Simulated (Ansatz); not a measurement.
# Phonon-limited resistivity of Ta2Al in the C11b ordering

Wanted: the electron–phonon coupling λ, α²F(ω) and the phonon-limited resistivity of Ta2Al in the C11b ordering, on meshes from cheap to dear.

Program: Ansatz 0.2.0. Level of theory: DFT PBEsol, scalar-relativistic, plane waves, PAW, in the first sound run; inputs show where later runs differ. Results are calculated unless marked as measured.

The structure was built from a prototype and need not be the compound's stable phase.

## Step 1: Starting point

Symmetry: I4/mmm, No. 139, tetragonal system. Conventional cell: a = 3.279 Å, b = 3.279 Å, c = 9.836 Å, α = 90.00°, β = 90.00°, γ = 90.00°. Al has 8 Ta at 2.84 Å nearest. Ta has 4 Al at 2.84 Å and 4 Ta at 2.84 Å nearest. Farther neighbours are not listed.

Coordinates:

```cif
data_structure
_symmetry_space_group_name_H-M 'I4/mmm'
_symmetry_Int_Tables_number 139
_cell_length_a 3.2788
_cell_length_b 3.2788
_cell_length_c 9.8363
_cell_angle_alpha 90.000
_cell_angle_beta 90.000
_cell_angle_gamma 90.000
_cell_volume 105.74
loop_
_atom_site_label
_atom_site_type_symbol
_atom_site_symmetry_multiplicity
_atom_site_Wyckoff_symbol
_atom_site_fract_x
_atom_site_fract_y
_atom_site_fract_z
_atom_site_occupancy
Al1 Al 2 a 0.00000 0.00000 0.00000 1
Ta1 Ta 4 e 0.00000 0.00000 0.33333 1
```

## Step 2: Rough relaxation

Large forces or a large pressure at the start call for a first relaxation with loose thresholds.

The input, input.yaml:

```yaml
crystal:
  lattice:
    - [3.27878, 0.0, 0.0]
    - [0.0, 3.27878, 0.0]
    - [1.63939, 1.63939, 4.91817]
  atoms:
    - { symbol: Al, position: [0.0, 0.0, 0.0] }
    - { symbol: Ta, position: [0.66666667, 0.66666667, 0.66666667] }
    - { symbol: Ta, position: [0.33333333, 0.33333333, 0.33333333] }
kpoints:
  mp_grid: { grid: [6, 6, 6] }
hamiltonian:
  xc: pbesol
scf:
  occupations: { method: gaussian, width: 0.1 }
output:
  forces: true
  stress: true
  eigenvalues: true
relax:
  adjacent_minimum: "off"
  f_tol: 0.05
  max_steps: 80
  cell: { stress_tol: 0.5 }
```

Command:

```sh
$ ansatz run input.yaml --threads 4 --pin off --max-ram 8192MiB --backend cpu --events-out ev --progress --plain --runs-dir out
```

Planned after this: relaxation; tight relaxation; phonons: q 2×2×2, k 6×6×6; resistivity: q 2×2×2, k 6×6×6, scattering 8×8×8; electron–phonon run: q 2×2×2, k 8×8×8, scattering 12×12×12; coupling and resistivity, another input; relaxing tightly for phonons (PBEsol+D3(BJ), PAW); electron–phonon run: D3(BJ) dispersion, cutoff 350 eV; electron–phonon run: finite displacements, step 0.01 Å; coupling and resistivity: q 3×3×3, k 9×9×9, scattering 12×12×12; all levels side by side; the variants together. Settings of the main run: cutoff 420 eV, 9×9×9 k-mesh, Methfessel-Paxton occupations, smearing width 0.2 eV, 12×12×12 scattering mesh, 3×3×3 q-mesh.

Before running: what should come out for the change between its two finest scattering meshes?

On the last rung that gave a resistivity at the base settings (q 3×3×3, k 9×9×9, scattering 12×12×12), Ta2Al in the C11b ordering has λ = 0.65 and a phonon-limited resistivity of 45.1 μΩ cm at 300 K. The coupling is moderate (λ = 0.65), so phonons raise the electrons' mass at the Fermi surface by about 65 %, if this value holds on finer meshes. At 800 K the mean free path from ρℓ/ρ falls to about 0.83 nm in the direction where it is shortest, a few atomic spacings, where real metals begin to saturate below the Boltzmann values.

| Item | Value |
| --- | --- |
| run | PBEsol, q 3×3×3, k 9×9×9, scattering 12×12×12 |
| coupling constant λ | 0.645 |
| log mean phonon energy ħω_log | 12.1 meV |
| resistivity at 300 K | 46.1, 46.1, 43.2 μΩ cm (xx, yy, zz) |
| Drude plasma energy | 4.15, 4.15, 4.29 eV (xx, yy, zz) |
| resistivity times mean free path | 11.1, 11.1, 9.56 × 10⁻¹⁶ Ω m² (xx, yy, zz) |
| change between its two finest scattering meshes | λ 13 %, resistivity at 300 K 12 % |

By the run's own test λ moves by 13 % between the two scattering meshes. Values of ρ(T) under 50 K rest on the softest modes, mostly interpolated ones, and are the least sure of the table. The high-temperature form ρ = 2π k_B T λ_tr/(ħ ε₀ ω_p²) gives 46.8 μΩ cm along x at 300 K, against 46.1 from the Boltzmann equation. The three lowest branches give 64 % of λ. By the run's own test, which takes the component that moves most, the resistivity at 300 K moves by 12 % between its two finest scattering meshes, so it is not converged. In the run quoted no mode is imaginary at the wavevectors of the 3×3×3 mesh; wavevectors off that mesh are interpolated. Only scattering by harmonic phonons counts; impurities, grain boundaries and thermal expansion are left out. Spin–orbit coupling, left out here, matters for Ta. With a dispersion correction, this version's phonons hold the C6 weights fixed as the atoms move. The structure was built by hand as an ordered model, and its stability against other phases was not tested.

[Logs are printed without paths, hosts, clocks, repeated set-up lines and the standing remarks that a program may print on its own settings, such as how far it seeks lower states.]

[Hosts, paths, dates, database ids (printed as entryN), source tags and the programs' standing remarks are cut or masked in the printed files.]
